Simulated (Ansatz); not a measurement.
## KSrBr3 (built on the sites of a database entry of CsPbBr3): relaxing the cell for a phonon run

Aim: bring KSrBr3 (built on the sites of a database entry of CsPbBr3) to small forces and stress, as phonons need.

Calculated with Ansatz 0.2.0; DFT PBEsol, scalar-relativistic, plane waves, PseudoDojo norm-conserving pseudopotentials.

The structure was built from a prototype and need not be the compound's stable phase.

## (1) Starting point

Symmetry: Pm-3m, No. 221, cubic system. Conventional cell: a = 5.739 Å, b = 5.739 Å, c = 5.739 Å, α = 90.00°, β = 90.00°, γ = 90.00°. K has 12 Br at 4.06 Å nearest. Sr has 6 Br at 2.87 Å nearest. Nearest to Br lie 2 Sr at 2.87 Å and 4 K at 4.06 Å. Farther neighbours and most contacts between anions are not listed.

Structure file:

```cif
data_structure
_symmetry_space_group_name_H-M 'Pm-3m'
_symmetry_Int_Tables_number 221
_cell_length_a 5.7385
_cell_length_b 5.7385
_cell_length_c 5.7385
_cell_angle_alpha 90.000
_cell_angle_beta 90.000
_cell_angle_gamma 90.000
_cell_volume 188.97
loop_
_atom_site_label
_atom_site_type_symbol
_atom_site_symmetry_multiplicity
_atom_site_Wyckoff_symbol
_atom_site_fract_x
_atom_site_fract_y
_atom_site_fract_z
_atom_site_occupancy
K1 K 1 a 0.00000 0.00000 0.00000 1
Sr1 Sr 1 b 0.50000 0.50000 0.50000 1
Br1 Br 3 c 0.00000 0.50000 0.50000 1
```

## (2) A coarse first look

First a cheap look: the gap decides the mesh and the occupations, the pressure tells how far the cell has to move.

input.yaml

```yaml
crystal:
  lattice:
    - [5.73853, 0.0, 0.0]
    - [0.0, 5.73853, 0.0]
    - [0.0, 0.0, 5.73853]
  atoms:
    - { symbol: K, position: [0.0, 0.0, 0.0] }
    - { symbol: Sr, position: [0.5, 0.5, 0.5] }
    - { symbol: Br, position: [0.0, 0.5, 0.5] }
    - { symbol: Br, position: [0.5, 0.0, 0.5] }
    - { symbol: Br, position: [0.5, 0.5, 0.0] }
kpoints:
  mp_grid: { grid: [4, 4, 4] }
hamiltonian:
  xc: pbesol
  pseudopotentials: { kind: nc, accuracy: standard }
scf:
  occupations: { method: gaussian, width: 0.1 }
output:
  forces: true
  stress: true
  eigenvalues: true
```

The run is started by

```bash
ansatz run input.yaml --threads 8 --pin off --max-ram 14336MiB --backend cpu --events-out ev --progress --plain --runs-dir out
```

Numbers of over 12 decimals in the logs are rounded to 6 here.

What it wrote:

```text
Engine: ansatz 0.2.0, aarch64-unknown-linux-gnu
Pseudopotentials: kind: nc
Pseudopotential: K, nc, valence charge 9, recommended cutoff 1006.821291 eV (normal), K.nc.azcp (PseudoDojo's, or run here from an input of PseudoDojo's; its table is named by hamiltonian.pseudopotentials.accuracy)
[...]
P = ⅓ Tr σ = 1.5475 GPa (15.475 kbar)
--- Band table (eV; the first three rows and the last of 10) ---
  k-point 0: bands = [... 16 lower, 1.0567, 1.3931, 1.3931, 1.3931, 5.4161, 6.7000, 6.7000, 6.7000]
  k-point 1: bands = [... 16 lower, 0.9186, 0.9846, 1.3258, 1.3258, 6.0278, 6.7983, 7.3000, 7.3000]
  k-point 2: bands = [... 16 lower, 0.6902, 0.9160, 1.2912, 1.2912, 6.9134, 7.2336, 7.2579, 8.1527]
  k-point 9: bands = [... 16 lower, 0.0913, 1.6178, 1.6178, 1.6178, 6.7378, 8.0835, 8.0835, 8.0835]
[key lines of the parts left out:]
SCF converged after 8 iterations
Free energy (F): -3039.168751 eV
Fermi energy:    3.518699 eV
```

The job ended after 2.8 s (8 threads of Arm Neoverse N1, shared host; peak memory 1.1 GiB; 20 s of CPU time).

Numbers from this step:

| Quantity | Value |
| --- | --- |
| pressure | 1.547 GPa |
| gap on the k-mesh | 3.798 eV |
| volume per atom | 37.79 Å³ |
| direct gap on mesh | 4.023 eV |

The coarse mesh shows a gap of 3.80 eV and a pressure of 1.5 GPa.

## (3) Relaxation

Harmonic phonons are second derivatives at a point where the forces vanish, and they are wanted at zero stress, so atoms and cell are relaxed first.

Changes to input.yaml since step 2:

```diff
@@ -17,3 +17,3 @@
 scf:
-  occupations: { method: gaussian, width: 0.1 }
+  occupations: { method: gaussian, width: 0.02 }
 output:
@@ -22 +22,6 @@
   eigenvalues: true
+relax:
+  adjacent_minimum: "off"
+  f_tol: 0.005
+  max_steps: 80
+  cell: { stress_tol: 0.05 }
```

What it wrote:

```text
[...]
Crystal: 5 atoms, lattice volume = 188.974 Å³
Basis set: ecut = 1006.821291 eV, 13613 PW (Γ), exchange–correlation on 120×120×120 points (8 copies of the dense FFT grid, shifted against one another)
Bands: 25, of which v1, the nominal top of the filled ones, is band 20 counted from 1 (19 counted from 0)
Symmetry: 48 space group operations
[...]
k-points: 10 of 64
[...]
SCF iter   1: F=—  HF=-3041.131087 eV  |F-HF|=—  |Δ(HF+E_count)|=         —  Δρ=3.41e-2  dr2=4.38e0  ethr=3.10e-3  ⟨swp⟩=16.3  Hψ=2143  notcnv=0
[...]
SCF iter   8: F=-3039.168751 eV  HF=-3039.168751 eV  |F-HF|=1.12e-8  |Δ(HF+E_count)|=   1.29e-6  Δρ=2.91e-6  dr2=2.15e-8  ethr=2.50e-10  ⟨swp⟩=18.8  Hψ=1974  notcnv=0
SCF 1 converged in 8 iterations: F = -3039.168751 eV  dr2 = 2.15e-8
relax step   1: F+E_penalty+E_count = -3039.16875092 eV  Δ(F+E_penalty+E_count) = +0.000e0 eV  max|allowed force component| = 1.554e-29 eV/Å  Δτ_max = 0.0000 Å  P = +1.547 GPa  Ω = 188.974 Å³  (8 SCF iters, dr2 threshold 1.00e-7 eV, accepted)
Crystal: 5 atoms, lattice volume = 196.709 Å³
Basis set: ecut = 1006.821291 eV, 14243 PW (Γ), exchange–correlation on 120×120×120 points (8 copies of the dense FFT grid, shifted against one another)
[...]
iter 1 solved again at ethr=2.59e-5 eV; its pass at ethr=3.10e-3 eV (dr2=1.04e-2 eV) is discarded
[...]
SCF iter   5: F=-3039.219659 eV  HF=-3039.219659 eV  |F-HF|=4.48e-7  |Δ(HF+E_count)|=   6.89e-6  Δρ=9.66e-6  dr2=3.31e-7  ethr=1.25e-9  ⟨swp⟩=12.4  Hψ=1755  notcnv=0
SCF 2 converged in 5 iterations: F = -3039.219659 eV  dr2 = 3.31e-7
relax step   2: F+E_penalty+E_count = -3039.21965921 eV  Δ(F+E_penalty+E_count) = -5.091e-2 eV  max|allowed force component| = 3.517e-30 eV/Å  Δτ_max = 0.0000 Å  P = +0.600 GPa  Ω = 196.709 Å³  energy of the carried Pulay correction = -1.088e-4 eV  (5 SCF iters, dr2 threshold 5.00e-7 eV, accepted)
Crystal: 5 atoms, lattice volume = 201.942 Å³
Basis set: ecut = 1006.821291 eV, 14771 PW (Γ), exchange–correlation on 120×120×120 points (8 copies of the dense FFT grid, shifted against one another)
[...]
SCF iter   5: F=-3039.230255 eV  HF=-3039.230255 eV  |F-HF|=1.82e-7  |Δ(HF+E_count)|=   3.02e-6  Δρ=4.18e-6  dr2=6.46e-8  ethr=1.25e-9  ⟨swp⟩=10.6  Hψ=1607  notcnv=0
SCF 3 converged in 5 iterations: F = -3039.230255 eV  dr2 = 6.46e-8
relax step   3: F+E_penalty+E_count = -3039.23025536 eV  Δ(F+E_penalty+E_count) = -1.060e-2 eV  max|allowed force component| = 5.338e-30 eV/Å  Δτ_max = 0.0000 Å  P = +0.066 GPa  Ω = 201.942 Å³  energy of the carried Pulay correction = -1.801e-4 eV  (5 SCF iters, dr2 threshold 5.00e-7 eV, accepted)
[...]
relax step   4: F+E_penalty+E_count = -3039.23038917 eV  Δ(F+E_penalty+E_count) = -1.338e-4 eV  max|allowed force component| = 1.520e-29 eV/Å  Δτ_max = 0.0000 Å  P = +0.003 GPa  Ω = 202.605 Å³  energy of the carried Pulay correction = -1.889e-4 eV  (5 SCF iters, dr2 threshold 1.08e-8 eV, accepted)
Basis set: ecut = 1006.821291 eV, 14771 PW (Γ), exchange–correlation on 128×128×128 points (8 copies of the dense FFT grid, shifted against one another)
[...]
SCF iter   1: F=—  HF=-3039.230457 eV  |F-HF|=—  |Δ(HF+E_count)|=         —  Δρ=2.77e-5  dr2=6.83e-8  ethr=5.16e-7  ⟨swp⟩=4.6  Hψ=2963  notcnv=0
eigensolver tolerance schedule: the retry pair's looser diagonalisation over-reported the residual by 3019.65 of it (diagonalisation noise at 1.01 of the residual, at the tolerance the schedule requests for it); recorded, not acted on — ethr = c·dr2/N_el stays at c = 1.0e-1
[...]
SCF iter   2: F=—  HF=-3039.230655 eV  |F-HF|=—  |Δ(HF+E_count)|=   1.98e-4  Δρ=1.42e-5  dr2=1.76e-8  ethr=1.71e-10  ⟨swp⟩=4.7  Hψ=715  notcnv=0
[...]
SCF iter   5: F=-3039.230655 eV  HF=-3039.230655 eV  |F-HF|=4.55e-12  |Δ(HF+E_count)|=  3.73e-11  Δρ=2.71e-8  dr2=2.48e-12  ethr=1.00e-12  ⟨swp⟩=5.8  Hψ=1081  notcnv=0
SCF 5 converged in 5 iterations: F = -3039.230655 eV  dr2 = 2.48e-12
relax step   5: F+E_penalty+E_count = -3039.23065518 eV  Δ(F+E_penalty+E_count) = -2.660e-4 eV  max|allowed force component| = 4.223e-29 eV/Å  Δτ_max = 0.0000 Å  P = +0.006 GPa  Ω = 202.605 Å³  stress off target by 5.72e-3 GPa  SCF on the basis re-selected at this cell (its energy is not comparable with the rows above)  (5 SCF iters)
basis re-selected at this cell: Δ(F+E_penalty+E_count) = -2.660e-4 eV, ΔP = +0.002 GPa vs the last step (what re-selecting the basis moved, of the pressure what is left beyond the Pulay correction that the steps carried, after the strain that the cell walked since its last selection, with what the two solves' SCF thresholds leave and, on support functions, any second-order correction that the steps lacked; it is no measure of the basis error at this ecutwfc). The dense FFT grid was sized anew with the basis: this SCF ran on 64×64×64 points, the steps before it on 60×60×60, so part of this shift can come from that change (see relax.cell in the input reference). [rest of the remark cut]
SCF converged after 5 iterations
Free energy (F): -3039.230655 eV
[...]
Internal energy: -3039.230655 eV  (E = F + TS)
E sigma→0 (E₀):  -3039.230655 eV
Fermi energy:    2.983937 eV
[...]
--- Stress (GPa, compression-positive) ---
        0.005721      -0.000000       0.000000
       -0.000000       0.005721       0.000000
        0.000000       0.000000       0.005721
  P = ⅓ Tr σ = 0.0057 GPa (0.057 kbar)
--- Band table (eV; the first three rows and the last of 10) ---
  k-point 0: bands = [... 16 lower, 0.6279, 0.8747, 0.8747, 0.8747, 4.8466, 6.2541, 6.2541, 6.2541, ... 1 higher]
  k-point 1: bands = [... 16 lower, 0.5059, 0.5683, 0.8178, 0.8178, 5.4208, 6.3425, 6.7862, 6.7862, ... 1 higher]
  k-point 2: bands = [... 16 lower, 0.3098, 0.5111, 0.7917, 0.7917, 6.4450, 6.5771, 6.5841, 7.5272, ... 1 higher]
  k-point 9: bands = [... 16 lower, -0.2892, 1.1212, 1.1212, 1.1212, 6.2177, 7.5090, 7.5090, 7.5090, ... 1 higher]
--- Relaxed structure (4 steps of the walk, 4 accepted, 1 SCFs on fresh bases) ---
  F+E_penalty+E_count = -3039.23065518 eV   max|allowed force component| = 4.223e-29 eV/Å   (the final SCF, on the basis selected at the relaxed cell)
  cell:  # Å, volume = 202.6053 Å³
    - [5.873319, 0, 0]
    - [0, 5.873319, 0.0]
    - [0, 0, 5.873319]
  atoms:
    - { symbol: K, position: [0, 0, 0] }
    - { symbol: Sr, position: [0.500000, 0.500000, 0.500000] }
    - { symbol: Br, position: [0, 0.500000, 0.500000] }
    - { symbol: Br, position: [0.500000, 0, 0.500000] }
    - { symbol: Br, position: [0.500000, 0.500000, 0] }
```

Elapsed: 15 s, on 8 threads; peak memory 1.3 GiB.

Relaxation path:

| step | energy less that of the first step (eV) | largest force component (eV/Å) | pressure (GPa) | volume (Å³) |
| --- | --- | --- | --- | --- |
| 1 | 0.0000 | 0.0000 | 1.55 | 188.97 |
| 2 | -0.0509 | 0.0000 | 0.60 | 196.71 |
| 3 | -0.0615 | 0.0000 | 0.07 | 201.94 |
| 4 | -0.0616 | 0.0000 | 0.00 | 202.61 |
| 5* | -0.0619 | 0.0000 | 0.01 | 202.61 |

Relaxation steps marked * repeat the geometry before them on a plane-wave basis chosen anew for their cell, so energy and pressure can jump there.

The run keeps the 48 symmetry operations that it works with, so distortions that break them were not tested.

```
conventional cell, symmetrised  before  after  change
                         a (Å)   5.739  5.873  +2.3 %
                         b (Å)   5.739  5.873  +2.3 %
                         c (Å)   5.739  5.873  +2.3 %
              volume (Å³/atom)   37.79  40.52  +7.2 %
```

The relaxed structure:

```cif
data_structure
_symmetry_space_group_name_H-M 'P 1'
_symmetry_Int_Tables_number 1
_cell_length_a 5.8733
_cell_length_b 5.8733
_cell_length_c 5.8733
_cell_angle_alpha 90.000
_cell_angle_beta 90.000
_cell_angle_gamma 90.000
_cell_volume 202.61
loop_
_atom_site_label
_atom_site_type_symbol
_atom_site_fract_x
_atom_site_fract_y
_atom_site_fract_z
_atom_site_occupancy
K1 K 0.00000 0.00000 0.00000 1
Sr2 Sr 0.50000 0.50000 0.50000 1
Br3 Br 0.00000 0.50000 0.50000 1
Br4 Br 0.50000 0.00000 0.50000 1
Br5 Br 0.50000 0.50000 0.00000 1
```

This step gave:

```yaml
pressure: 0.005721 GPa
gap_on_the_k_mesh: 3.725 eV
volume_per_atom: 40.52 Å³
direct_gap_on_mesh: 3.972 eV
```

In this step the volume went from 37.79 to 40.52 Å³/atom.

## (4) Tight relaxation

Phonons need a cell at rest on their own settings, so the relaxation is repeated with tight tolerances on forces and stress, using the mesh and the filling of the phonon run that follows.

input.yaml

```yaml
crystal:
  lattice:
    - [5.8733190708, 0.0, 0.0]
    - [0.0, 5.8733190708, 0.0]
    - [0.0, 0.0, 5.8733190708]
  atoms:
    - { symbol: K, position: [0.0, 0.0, 0.0] }
    - { symbol: Sr, position: [0.5, 0.5, 0.5] }
    - { symbol: Br, position: [0.0, 0.5, 0.5] }
    - { symbol: Br, position: [0.5, 0.0, 0.5] }
    - { symbol: Br, position: [0.5, 0.5, 0.0] }
kpoints:
  mp_grid: { grid: [4, 4, 4] }
hamiltonian:
  xc: pbesol
  pseudopotentials: { kind: nc, accuracy: standard }
scf:
  occupations: { method: fixed }
output:
  forces: true
  stress: true
  eigenvalues: true
  write_density: true
  write_potential: true
  elf: true
  volumetric_format: npy
relax:
  adjacent_minimum: "off"
  f_tol: 0.001
  max_steps: 60
  cell: { stress_tol: 0.01 }
```

What it wrote:

```text
[...]
Crystal: 5 atoms, lattice volume = 202.605 Å³
Basis set: ecut = 1006.821291 eV, 14771 PW (Γ), exchange–correlation on 128×128×128 points (8 copies of the dense FFT grid, shifted against one another)
Bands: 25, of which v1, the nominal top of the filled ones, is band 20 counted from 1 (19 counted from 0)
Symmetry: 48 space group operations
[...]
k-points: 10 of 64
[...]
--- Relaxed structure (1 steps of the walk, 1 accepted, 1 SCFs on fresh bases) ---
[...]
cell:  # Å, volume = 202.6053 Å³
    - [5.8733190708, 0.0, 0.0]
    - [0.0, 5.8733190708, 0.0]
    - [0.0, 0.0, 5.8733190708]
  atoms:
    - { symbol: K, position: [0.0, 0.0, 0.0] }
    - { symbol: Sr, position: [0.5, 0.5, 0.5] }
    - { symbol: Br, position: [0.0, 0.5, 0.5] }
    - { symbol: Br, position: [0.5, 0.0, 0.5] }
    - { symbol: Br, position: [0.5, 0.5, 0.0] }
[key lines of the parts left out:]
SCF converged after 6 iterations
Free energy (F): -3039.230655 eV
Fermi energy:    1.121175 eV
P = ⅓ Tr σ = 0.0057 GPa (0.057 kbar)
```

The job ended after 8.4 s (8 threads; peak memory 1.3 GiB; 61 s of CPU time).

Little changed from the start: no atom moved by 0.005 Å and no cell edge by 0.1 %.

Valence density in the ac plane at fractional y = 0.500, with atoms of Sr and Br within 0.2 Å of it. It is the smooth field of the valence electrons, not physical close to the nuclei.

Ten even steps from '0' (0.0 e/Å³) to '9' (2.4 e/Å³), each cell a mean:
```
0000024314310000
0000013444200000
0000001221100000
0000000010000000
1100000110000001
3210002453100123
3431015998300144
0331028519511241
1431027859410243
4320003785200134
2100000221000012
0000000000000000
0000000111000000
0000002333100000
0000013434210000
0000024103310000
```
Columns run along a (5.9 Å), rows up along c (5.9 Å). Atoms in or near the plane, at fractional coordinates: Sr at (0.50, 0.50), Br at (0.00, 0.50), Br at (0.50, 0.00).

ELF in the ac plane at fractional y = 0.500, with atoms of Sr and Br within 0.2 Å of it. It is the smooth field of the valence electrons, not physical close to the nuclei.

Ten even steps from '_' (0.00) to '@' (0.87), each cell a mean:
```
______==%%@@@@==..##@@@@**::____
______::**@@@@@@@@@@@@%%==______
::..____--**%%@@@@@@%%++..____::
**++::____::--====----..__..==**
@@%%##--____..::--::____..++%%@@
@@@@@@**....**%%@@%%==__--%%@@@@
++%%@@##..==@@@@##@@%%::--@@@@##
__++@@##::**@@--__##@@--==@@@@..
..##@@##::++@@**--@@%%::==@@@@==
@@@@@@**..--%%@@@@@@**..--%%@@@@
@@@@%%==____--++**==..__::**@@@@
%%##==..____..::::....____--**%%
==--..__..==**######**--____::==
..____..==%%@@@@@@@@@@##::______
______--##@@@@##++%%@@%%++..____
____..==%%@@@@..__++@@@@**::____
```
Columns run along a (5.9 Å), rows up along c (5.9 Å). Atoms in or near the plane, at fractional coordinates: Sr at (0.50, 0.50), Br at (0.00, 0.50), Br at (0.50, 0.00).

Electrostatic potential energy in the ac plane at fractional y = 0.500, with atoms of Sr and Br within 0.2 Å of it. With pseudopotentials it is smooth inside the atoms' cores, unlike the true potential.

Ten even steps from '0' (-128 eV) to '9' (8 eV), each cell a mean:
```
9999997214899999
9999998767999999
9999999999999999
9999999999999999
9999999999999999
8899998778999998
3689997315899974
0389985001799961
1489986003799972
6799998657899987
9999999889999999
9999999999999999
9999999999999999
9999999888999999
9999997436899999
9999996103899999
```
Columns run along a (5.9 Å; values clipped at the 3rd and 97th percentile), rows up along c (5.9 Å). Atoms in or near the plane, at fractional coordinates: Sr at (0.50, 0.50), Br at (0.00, 0.50), Br at (0.50, 0.00).

The forces vanish by symmetry and the pressure is 0.006 GPa, within the tolerances set. The cell now holds 40.52 Å³/atom.

## (5) Results

* space group after relaxation (within 0.01 Å): Pm-3m
* lattice constant a: 5.873 Å
* lattice constant b: 5.873 Å
* lattice constant c: 5.873 Å
* volume per atom: 40.5 Å³
* gap on the k-mesh: 3.73 eV

**Reading.** The forces vanish by symmetry and the pressure is 0.006 GPa, within the tolerances set. The cell now holds 40.52 Å³/atom. The relaxation keeps the symmetry of its start, so it says nothing on stability against lower symmetry. The starting cell was built on a prototype and not taken from a measurement, so the phase need not exist.

[Logs are printed without paths, hosts, clocks, repeated set-up lines and the standing remarks that a program may print on its own settings, such as how far it seeks lower states.]

[Hosts, paths, dates, database ids (printed as entryN), source tags and the programs' standing remarks are cut or masked in the printed files.]
